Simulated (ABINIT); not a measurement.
# Excitons of GaP (F-43m): kernels and approximations

Wanted: excitons and ε₂ of GaP (F-43m), with cost.

Calculated with ABINIT 10.8.3; PBE and many-body steps on it, plane waves.

Report form: the programs' logs are mostly left out.

**1. Starting point**

The structure is cubic, space group F-43m (No. 216). The conventional cell has a = 5.450 Å, b = 5.450 Å, c = 5.450 Å, α = 90.00°, β = 90.00°, γ = 90.00°. Nearest to Ga lie 4 P at 2.36 Å. Nearest to P lie 4 Ga at 2.36 Å. Farther neighbours are not listed.

Coordinates:

```cif
data_structure
_symmetry_space_group_name_H-M 'F-43m'
_symmetry_Int_Tables_number 216
_cell_length_a 5.4505
_cell_length_b 5.4505
_cell_length_c 5.4505
_cell_angle_alpha 90.000
_cell_angle_beta 90.000
_cell_angle_gamma 90.000
_cell_volume 161.92
loop_
_atom_site_label
_atom_site_type_symbol
_atom_site_symmetry_multiplicity
_atom_site_Wyckoff_symbol
_atom_site_fract_x
_atom_site_fract_y
_atom_site_fract_z
_atom_site_occupancy
Ga1 Ga 4 a 0.00000 0.00000 0.00000 1
P1 P 4 d 0.25000 0.25000 0.75000 1
```

The cell and positions come from the Crystallography Open Database and are kept as given unless a step says otherwise.

**2. Empty states on the mesh, 4×4×4 mesh, 112 bands**

This step: ABINIT 10.8.3; DFT, PBE, plane waves, norm-conserving pseudopotentials.

The sums over transitions need many empty states on a uniform mesh; this step solves for them.

Input file run.abi:

```
acell 3*1.0 Angstrom
rprim 
  0.000000000000 2.725250000000 2.725250000000
  2.725250000000 0.000000000000 2.725250000000
  2.725250000000 2.725250000000 0.000000000000
ntypat 2
znucl 31 15
natom 2
typat 1 2
xred 
  0.000000000000 0.000000000000 0.000000000000
  0.250000000000 0.250000000000 0.250000000000
pp_dirpath "pseudos"
pseudos "Ga.upf, P.upf"
ecut 45
ngkpt 4 4 4
nshiftk 1
shiftk 0 0 0
kptopt 1
chksymbreak 0
irdden 1
istwfk *1
nband 112
prtvol 0
optdriver 6
gwr_task "HDIAGO"
paral_kgb 0
occopt 1
indata_prefix "in"
outdata_prefix "out"
tmpdata_prefix "tmp"
```

The run is started by

```bash
$ OMP_NUM_THREADS=1 mpirun -n 4 abinit run.abi > log
```

It took 74 s on 4 MPI ranks of Arm Neoverse V2, shared host; peak memory 3.6 GiB; 4.9 min of CPU time.

This step gave:

| Property | Result |
| --- | --- |
| gap | 1.652 eV |
| k of the valence top | 0, 0, 0 |
| k of the conduction bottom | 0.5, 0.5, 0 |
| least direct gap | 1.809 eV |
| k points computed | 8 |
| lowest point of the top converged band, above the valence top | 88.6883 eV |

On this mesh the gap is 1.652 eV.

The density comes from a self-consistent run that is not shown.

**3. Screening, 4×4×4 mesh, 104 bands, screening to 163.3 eV**

The RPA dielectric matrix is built and inverted for each q.

This step: RPA screening on PBE, plane waves, norm-conserving pseudopotentials.

Edit run.abi of step 2 so:

```diff
@@ -20,10 +20,11 @@
 chksymbreak 0
-irdden 1
 istwfk *1
-nband 112
-prtvol 0
-optdriver 6
-gwr_task "HDIAGO"
-paral_kgb 0
 occopt 1
+irdwfk 1
+optdriver 3
+nband 104
+ecuteps 6
+inclvkb 2
+awtr 1
+symchi 1
 indata_prefix "in"
```

Run time: 24 s. Hardware: 4 MPI ranks; peak memory 0.88 GiB.

Numbers from this step:

- ε∞ with local fields, on this mesh, along the program's q direction: 18.13
- the same without local fields: 19.72
- plasma frequency: 29.76 eV
- plane waves in the screening matrix: 181

Local fields lower ε∞ by 8 %. On a Γ-centred mesh this coarse the value itself is usually too large, while a short band sum pulls it down.

**4. Self-energy, 4×4×4 mesh, 104 bands, screening to 163.3 eV**

The self-energy is evaluated for the states that the input lists, and the levels follow from it, in one-shot runs by the linearised quasiparticle equation.

This step: G0W0 on PBE, plane waves, norm-conserving pseudopotentials.

Edit run.abi of step 3 so:

```diff
@@ -23,8 +23,17 @@
 irdwfk 1
-optdriver 3
+optdriver 4
 nband 104
+gwcalctyp 0
+ecutsigx 45
+symsigma 1
+nkptgw 2
+kptgw 
+  0.0000000000 0.0000000000 0.0000000000
+  0.5000000000 0.5000000000 0.0000000000
+bdgw 
+  11 17
+  12 15
 ecuteps 6
-inclvkb 2
-awtr 1
-symchi 1
+irdscr 1
+ppmodel 1
 indata_prefix "in"
```

The job ended after 6.9 s (4 MPI ranks; peak memory 0.8 GiB).

Numbers from this step:

* G0W0 gap on the points computed: 2.217 eV
* starting gap on the mesh: 1.652 eV
* k of the valence top: 0, 0, 0
* k of the conduction bottom: 0.5, 0.5, 0
* least direct G0W0 gap on the computed points: 2.671 eV

The gap on the mesh goes from 1.65 eV to 2.22 eV, a correction of +0.56 eV.

The gap opens by 0.565 eV; the next steps shift the empty bands rigidly by 0.862 eV, the correction at the start's least direct gap.

**5. Dielectric constant by perturbation theory**

ε∞ sets how strongly the crystal screens. Perturbation theory gives it with local fields and without a sum over empty bands.

This step: DFT, PBE, linear response to an electric field, plane waves, norm-conserving pseudopotentials.

Input file run.abi:

```
acell 3*1.0 Angstrom
rprim 
  0.000000000000 2.725250000000 2.725250000000
  2.725250000000 0.000000000000 2.725250000000
  2.725250000000 2.725250000000 0.000000000000
ntypat 2
znucl 31 15
natom 2
typat 1 2
xred 
  0.000000000000 0.000000000000 0.000000000000
  0.250000000000 0.250000000000 0.250000000000
pp_dirpath "pseudos"
pseudos "Ga.upf, P.upf"
ecut 45
ngkpt 8 8 8
nshiftk 1
shiftk 0.5 0.5 0.5
chksymbreak 0
ndtset 3
nband 13
occopt 1
istwfk *1
nstep 60
tolwfr1 1e-18
iscf2 -3
rfelfd2 2
kptopt2 2
getwfk2 1
tolwfr2 1e-18
rfelfd3 3
kptopt3 2
getwfk3 1
getddk3 2
tolvrs3 1e-08
rfdir 1 1 1
nqpt2 1
nqpt3 1
qpt 0 0 0
prtwf3 0
prtden 0
optforces1 0
optstress1 0
kptopt1 1
indata_prefix "in"
outdata_prefix "out"
tmpdata_prefix "tmp"
```

Wall time 8.8 min (4 MPI ranks); peak memory 0.99 GiB; 35 min of CPU time.

The field response gives a mean ε∞ of 10.66, which the model screening below takes as its input.

**6. Excitons**

Optical absorption needs the electron-hole interaction, solved here in a basis of vertical transitions on the mesh.

This step: Bethe-Salpeter equation on PBE with a scissors shift, plane waves, norm-conserving pseudopotentials.

Input file run.abi:

```
acell 3*1.0 Angstrom
rprim 
  0.000000000000 2.725250000000 2.725250000000
  2.725250000000 0.000000000000 2.725250000000
  2.725250000000 2.725250000000 0.000000000000
ntypat 2
znucl 31 15
natom 2
typat 1 2
xred 
  0.000000000000 0.000000000000 0.000000000000
  0.250000000000 0.250000000000 0.250000000000
pp_dirpath "pseudos"
pseudos "Ga.upf, P.upf"
ecut 45
ngkpt 4 4 4
nshiftk 1
shiftk 0 0 0
kptopt 1
chksymbreak 0
istwfk *1
occopt 1
irdwfk 1
optdriver 99
bs_calctype 1
mbpt_sciss 0.862 eV
bs_loband 11
nband 15
bs_exchange_term 1
bs_coulomb_term 11
bs_coupling 0
bs_algorithm 1
bs_freq_mesh 0 6 0.05 eV
zcut 0.1 eV
ecuteps 3
ecutwfn 22.5
inclvkb 2
irdscr 1
indata_prefix "in"
outdata_prefix "out"
tmpdata_prefix "tmp"
```

Wall time 5.6 s (4 MPI ranks); peak memory 0.31 GiB.

This step gave:

| Item | Value |
| --- | --- |
| direct gap of the transition levels | 2.671 eV |
| transitions in the window | 384 |
| first strong exciton (over a fiftieth of the strongest listed) | 2.521 eV |
| lowest state | 2.521 eV |
| binding of the lowest state below the direct gap | 0.1504 eV |
| Coulomb term of one mesh cell | 0.1643 eV |

The binding is 0.92 times the screened Coulomb term of one mesh cell (0.16 eV), so it is not shown settled.

The lowest state lies at 2.521 eV, 0.150 eV under the direct gap.

Lines within 3 meV are set at the lowest of them, and the highest group, which the list may cut short, is left out. Exciton lines, with heights relative to the strongest:

```csv
position (eV),lines merged,"oscillator strength, relative"
2.521,3,63
3.397,1,61
3.408,2,100
3.434,1,0.0
3.446,2,4.4
3.489,2,15
3.508,2,2.8
```

Mean over the three Cartesian directions of q; broadening 0.1 eV; transition window only. Limits: finite bands, cutoff and mesh; no spin-orbit coupling; coarse k mesh; exciton not shown settled in the k mesh. Table of ε₂ by photon energy; read off at these points:

```csv
photon energy (eV),BSE,no electron-hole interaction,"Kohn-Sham, no shift"
0.00,0,0,0
0.15,0.0378,0.0268,0.0648
0.30,0.0766,0.0542,0.133
0.50,0.132,0.093,0.236
0.65,0.179,0.125,0.330
0.80,0.231,0.160,0.448
0.95,0.292,0.199,0.608
1.15,0.394,0.263,0.951
1.30,0.494,0.322,1.43
1.45,0.625,0.395,2.46
1.60,0.806,0.491,5.58
1.75,1.08,0.621,20.2
1.95,1.73,0.896,10.2
2.10,2.78,1.26,4.93
2.25,5.54,1.98,4.70
2.40,16.8,3.85,6.87
2.50,38.4,7.46,10.8
2.55,37.2,11.4,14.5
2.75,8.89,17.4,79.3
2.90,6.91,6.07,51.5
3.05,9.68,4.54,14.9
3.20,22.0,5.66,7.27
3.40,108,13.5,4.91
3.55,43.2,44.8,5.52
3.70,14.0,87.6,10.1
3.85,7.05,23.3,28.9
4.00,4.91,9.33,15.5
4.20,4.77,5.23,21.0
4.35,7.30,5.04,62.7
4.50,20.3,7.31,82.7
4.60,28.8,13.1,39.0
4.65,21.9,19.6,25.1
4.80,15.4,21.9,9.63
5.00,54.0,15.5,5.08
5.05,58.6,19.6,4.80
5.15,48.9,41.1,5.13
5.30,25.1,78.7,10.8
5.45,8.54,43.7,16.5
5.65,3.99,10.2,6.11
5.80,3.34,5.80,7.77
5.95,4.89,4.79,4.30
```

**7. Model screening**

Edit run.abi of step 6 so:

```diff
@@ -27,5 +27,5 @@
 bs_loband 11
-nband 15
+nband 14
 bs_exchange_term 1
-bs_coulomb_term 11
+bs_coulomb_term 21
 bs_coupling 0
@@ -37,3 +37,4 @@
 inclvkb 2
-irdscr 1
+mdf_epsinf 10.66
+irdden 1
 indata_prefix "in"
```

It took 3.2 s on 4 MPI ranks; peak memory 0.31 GiB; 13 s of CPU time.

This step gave:

```yaml
direct_gap_of_the_transition_levels: 2.671 eV
transitions_in_the_window: 192
first_strong_exciton_over_a_fiftieth_of_the_strongest_listed: 2.413 eV
lowest_state: 2.413 eV
binding_of_the_lowest_state_below_the_direct_gap: 0.2581 eV
coulomb_term_of_one_mesh_cell: 0.2794 eV
```

The binding is 0.92 times the screened Coulomb term of one mesh cell (0.28 eV), so it is not shown settled.

The lowest state lies at 2.413 eV, 0.258 eV under the direct gap.

The ε₂ has structure finer than the step of the table below, so its rows give means over 0.2 eV, whole bins alone (the curve runs from 0 to 5.95 eV). Peaks (eV: height): BSE 2.40: 33.2, 3.35: 104, 4.95: 58.7; no electron-hole interaction 2.65: 25.9, 3.65: 96.7, 4.75: 25.2, 5.35: 76.1; Kohn-Sham, no shift 1.80: 26.8, 2.80: 98.3, 3.85: 25.7, 4.45: 74.3.

Mean over the three Cartesian directions of q; broadening 0.1 eV; transition window only. Limits: finite bands, cutoff and mesh; no spin-orbit coupling; coarse k mesh; exciton not shown settled in the k mesh. The ε₂ by photon energy; means over each step:

```csv
photon energy (eV),BSE,no electron-hole interaction,"Kohn-Sham, no shift"
0.2,0.0497,0.0344,0.0848
0.4,0.102,0.0703,0.178
0.6,0.161,0.109,0.290
0.8,0.230,0.154,0.441
1.0,0.316,0.207,0.670
1.2,0.431,0.272,1.08
1.4,0.596,0.358,2.08
1.6,0.861,0.479,6.40
1.8,1.35,0.665,21.1
2.0,2.57,0.992,8.35
2.2,7.78,1.71,4.66
2.4,26.3,4.21,7.22
2.6,10.7,17.9,24.2
2.8,6.13,13.0,77.2
3.0,10.7,4.88,24.8
3.2,45.5,5.86,7.51
3.4,74.4,15.1,4.81
3.6,17.1,67.8,6.22
3.8,6.37,42.1,18.7
4.0,4.40,9.91,15.5
4.2,5.73,5.18,22.8
4.4,17.2,5.25,65.2
4.6,15.7,13.5,38.8
4.8,26.2,19.3,8.88
5.0,53.9,16.1,3.71
5.2,27.0,52.9,2.13
5.4,6.67,55.7,1.54
5.6,2.95,13.1,1.91
5.8,1.76,4.66,1.82
```

**8. Empty states on the mesh, 6×6×6 mesh, 25 bands**

This step: DFT, PBE, plane waves, norm-conserving pseudopotentials.

Input file run.abi:

```
acell 3*1.0 Angstrom
rprim 
  0.000000000000 2.725250000000 2.725250000000
  2.725250000000 0.000000000000 2.725250000000
  2.725250000000 2.725250000000 0.000000000000
ntypat 2
znucl 31 15
natom 2
typat 1 2
xred 
  0.000000000000 0.000000000000 0.000000000000
  0.250000000000 0.250000000000 0.250000000000
pp_dirpath "pseudos"
pseudos "Ga.upf, P.upf"
ecut 45
ngkpt 6 6 6
nshiftk 1
shiftk 0 0 0
kptopt 1
chksymbreak 0
iscf -2
irdden 1
istwfk *1
nband 25
nbdbuf 4
tolwfr 1e-09
nstep 60
prtvol 0
indata_prefix "in"
outdata_prefix "out"
tmpdata_prefix "tmp"
```

It took 8 s on 4 MPI ranks; peak memory 0.28 GiB; 32 s of CPU time.

Numbers from this step:

- gap: 1.653 eV
- k of the valence top: 0, 0, 0
- k of the conduction bottom: 0.5, 0.5, 0
- least direct gap: 1.809 eV
- k points computed: 16
- lowest point of the top converged band, above the valence top: 11.80 eV

On this mesh the gap is 1.653 eV.

**9. k mesh (6×6×6)**

This step: Bethe-Salpeter equation on PBE with a scissors shift, plane waves, norm-conserving pseudopotentials.

Edit run.abi of step 8 so:

```diff
@@ -20,10 +20,21 @@
 chksymbreak 0
-iscf -2
+istwfk *1
+occopt 1
+irdwfk 1
+optdriver 99
+bs_calctype 1
+mbpt_sciss 0.862 eV
+bs_loband 11
+nband 14
+bs_exchange_term 1
+bs_coulomb_term 21
+bs_coupling 0
+bs_algorithm 1
+bs_freq_mesh 0 6 0.05 eV
+zcut 0.1 eV
+ecuteps 3
+ecutwfn 22.5
+inclvkb 2
+mdf_epsinf 10.66
 irdden 1
-istwfk *1
-nband 25
-nbdbuf 4
-tolwfr 1e-09
-nstep 60
-prtvol 0
 indata_prefix "in"
```

Run time: 12 s. Hardware: 4 MPI ranks; peak memory 0.41 GiB.

Numbers from this step:

| Item | Value |
| --- | --- |
| direct gap of the transition levels | 2.671 eV |
| transitions in the window | 648 |
| first strong exciton (over a fiftieth of the strongest listed) | 2.488 eV |
| lowest state | 2.488 eV |
| binding of the lowest state below the direct gap | 0.1824 eV |
| Coulomb term of one mesh cell | 0.1862 eV |

The binding is 0.98 times the screened Coulomb term of one mesh cell (0.19 eV), so it is not shown settled.

The lowest state lies at 2.488 eV, 0.182 eV under the direct gap.

The window of bands is narrower than in the first exciton run, so this row is not like for like with it.

**10. Empty states on the mesh, 8×8×8 mesh, 25 bands**

This step: DFT, PBE, plane waves, norm-conserving pseudopotentials.

Input file run.abi:

```
acell 3*1.0 Angstrom
rprim 
  0.000000000000 2.725250000000 2.725250000000
  2.725250000000 0.000000000000 2.725250000000
  2.725250000000 2.725250000000 0.000000000000
ntypat 2
znucl 31 15
natom 2
typat 1 2
xred 
  0.000000000000 0.000000000000 0.000000000000
  0.250000000000 0.250000000000 0.250000000000
pp_dirpath "pseudos"
pseudos "Ga.upf, P.upf"
ecut 45
ngkpt 8 8 8
nshiftk 1
shiftk 0 0 0
kptopt 1
chksymbreak 0
iscf -2
irdden 1
istwfk *1
nband 25
nbdbuf 4
tolwfr 1e-09
nstep 60
prtvol 0
indata_prefix "in"
outdata_prefix "out"
tmpdata_prefix "tmp"
```

Wall time 13 s (4 MPI ranks); peak memory 0.3 GiB; 54 s of CPU time.

This step gave:

```
gap                                                           : 1.639 eV
k of the valence top                                          : 0, 0, 0
k of the conduction bottom                                    : 0.375, 0.375, 0
least direct gap                                              : 1.809 eV
k points computed                                             : 29
lowest point of the top converged band, above the valence top : 11.80 eV
```

On this mesh the gap is 1.639 eV.

**11. k mesh (8×8×8)**

This step: Bethe-Salpeter equation on PBE with a scissors shift, plane waves, norm-conserving pseudopotentials.

Edit run.abi of step 10 so:

```diff
@@ -20,10 +20,21 @@
 chksymbreak 0
-iscf -2
+istwfk *1
+occopt 1
+irdwfk 1
+optdriver 99
+bs_calctype 1
+mbpt_sciss 0.862 eV
+bs_loband 11
+nband 14
+bs_exchange_term 1
+bs_coulomb_term 21
+bs_coupling 0
+bs_algorithm 1
+bs_freq_mesh 0 6 0.05 eV
+zcut 0.1 eV
+ecuteps 3
+ecutwfn 22.5
+inclvkb 2
+mdf_epsinf 10.66
 irdden 1
-istwfk *1
-nband 25
-nbdbuf 4
-tolwfr 1e-09
-nstep 60
-prtvol 0
 indata_prefix "in"
```

Elapsed: 64 s, on 4 MPI ranks; peak memory 0.57 GiB; 4.2 min of CPU time.

This step gave:

| Item | Value |
| --- | --- |
| direct gap of the transition levels | 2.671 eV |
| transitions in the window | 1536 |
| first strong exciton (over a fiftieth of the strongest listed) | 2.532 eV |
| lowest state | 2.532 eV |
| binding of the lowest state below the direct gap | 0.1391 eV |
| Coulomb term of one mesh cell | 0.1397 eV |

The binding is 1.00 times the screened Coulomb term of one mesh cell (0.14 eV), so it is not shown settled.

The lowest state lies at 2.532 eV, 0.139 eV under the direct gap.

The ε₂ has structure finer than the step of the table below, so its rows give means over 0.25 eV, whole bins alone (the curve runs from 0 to 5.95 eV). Peaks (eV: height): BSE 3.450: 28.6, 4.750: 25.4, 5.100: 28.5; no electron-hole interaction 3.650: 24.8, 4.900: 24.6, 5.300: 35.2; Kohn-Sham, no shift 2.800: 24.5, 4.050: 24.9, 4.450: 34.7, 5.900: 9.99.

Mean over the three Cartesian directions of q; broadening 0.1 eV; transition window only. Limits: finite bands, cutoff and mesh; no spin-orbit coupling; exciton not shown settled in the k mesh. Table of ε₂ by photon energy; means over each step:

```csv
photon energy (eV),BSE,no electron-hole interaction,"Kohn-Sham, no shift"
0.25,0.0213,0.0169,0.0358
0.50,0.0438,0.0346,0.0753
0.75,0.0691,0.0541,0.124
1.00,0.0991,0.0768,0.192
1.25,0.137,0.104,0.311
1.50,0.190,0.141,0.658
1.75,0.271,0.192,2.53
2.00,0.425,0.276,1.66
2.25,0.941,0.466,1.69
2.50,3.35,1.48,5.92
2.75,1.95,2.55,19.6
3.00,2.62,1.39,7.86
3.25,12.1,2.93,6.97
3.50,22.8,14.1,9.92
3.75,6.79,14.9,15.7
4.00,8.41,5.92,21.3
4.25,13.5,7.60,23.7
4.50,18.5,13.9,26.5
4.75,22.3,18.2,7.40
5.00,22.5,22.3,4.90
5.25,16.4,29.9,7.20
5.50,4.65,13.7,4.23
5.75,3.96,4.95,5.37
```

The window of bands is narrower than in the first exciton run, so this row is not like for like with it.

**12. Empty states on the mesh, 10×10×10 mesh, 25 bands**

This step: DFT, PBE, plane waves, norm-conserving pseudopotentials.

Input file run.abi:

```
acell 3*1.0 Angstrom
rprim 
  0.000000000000 2.725250000000 2.725250000000
  2.725250000000 0.000000000000 2.725250000000
  2.725250000000 2.725250000000 0.000000000000
ntypat 2
znucl 31 15
natom 2
typat 1 2
xred 
  0.000000000000 0.000000000000 0.000000000000
  0.250000000000 0.250000000000 0.250000000000
pp_dirpath "pseudos"
pseudos "Ga.upf, P.upf"
ecut 45
ngkpt 10 10 10
nshiftk 1
shiftk 0 0 0
kptopt 1
chksymbreak 0
iscf -2
irdden 1
istwfk *1
nband 25
nbdbuf 4
tolwfr 1e-09
nstep 60
prtvol 0
indata_prefix "in"
outdata_prefix "out"
tmpdata_prefix "tmp"
```

Wall time 19 s (4 MPI ranks); peak memory 0.33 GiB.

This step gave:

```yaml
gap: 1.602 eV
k_of_the_valence_top: 0, 0, 0
k_of_the_conduction_bottom: 0.4, 0.4, 0
least_direct_gap: 1.809 eV
k_points_computed: 47
lowest_point_of_the_top_converged_band_above_the_valence_top: 11.94 eV
```

On this mesh the gap is 1.602 eV.

**13. k mesh (10×10×10)**

This step: Bethe-Salpeter equation on PBE with a scissors shift, plane waves, norm-conserving pseudopotentials.

Edit run.abi of step 12 so:

```diff
@@ -20,10 +20,21 @@
 chksymbreak 0
-iscf -2
+istwfk *1
+occopt 1
+irdwfk 1
+optdriver 99
+bs_calctype 1
+mbpt_sciss 0.862 eV
+bs_loband 11
+nband 14
+bs_exchange_term 1
+bs_coulomb_term 21
+bs_coupling 0
+bs_algorithm 1
+bs_freq_mesh 0 6 0.05 eV
+zcut 0.1 eV
+ecuteps 3
+ecutwfn 22.5
+inclvkb 2
+mdf_epsinf 10.66
 irdden 1
-istwfk *1
-nband 25
-nbdbuf 4
-tolwfr 1e-09
-nstep 60
-prtvol 0
 indata_prefix "in"
```

Run time: 4.5 min. Hardware: 4 MPI ranks; peak memory 0.95 GiB; 18 min of CPU time.

Numbers from this step:

```
direct gap of the transition levels                            : 2.671 eV
transitions in the window                                      : 3000
first strong exciton (over a fiftieth of the strongest listed) : 2.559 eV
lowest state                                                   : 2.559 eV
binding of the lowest state below the direct gap               : 0.1121 eV
Coulomb term of one mesh cell                                  : 0.1117 eV
```

The binding is 1.0 times the screened Coulomb term of one mesh cell (0.11 eV), so it is not shown settled.

The lowest state lies at 2.559 eV, 0.112 eV under the direct gap.

The window of bands is narrower than in the first exciton run, so this row is not like for like with it.

(Continued in part 2 of 2.)

[Paths, hosts, dates, memory and timing lines, banners, echoed tables and standing remarks are left out of the program output.]

[Logs are printed without paths, hosts, clocks, repeated set-up lines and the standing remarks that a program may print on its own settings, such as how far it seeks lower states.]

[Runs of the session that timed out or met a known fault of the program may be left out.]

[Hosts, paths, dates, database ids (printed as entryN), source tags and the programs' standing remarks are cut or masked in the printed files.]

[G0W0 gaps are taken among the corrected bands and points alone; a level outside them can change the order at an edge.]

[Where Ansatz stands beside ABINIT at settings called matched, ABINIT's density can come from a denser mesh and the files from another edition; pairs whose starting gaps differed by over 0.03 eV were left out, so agreement reads better than it is.]
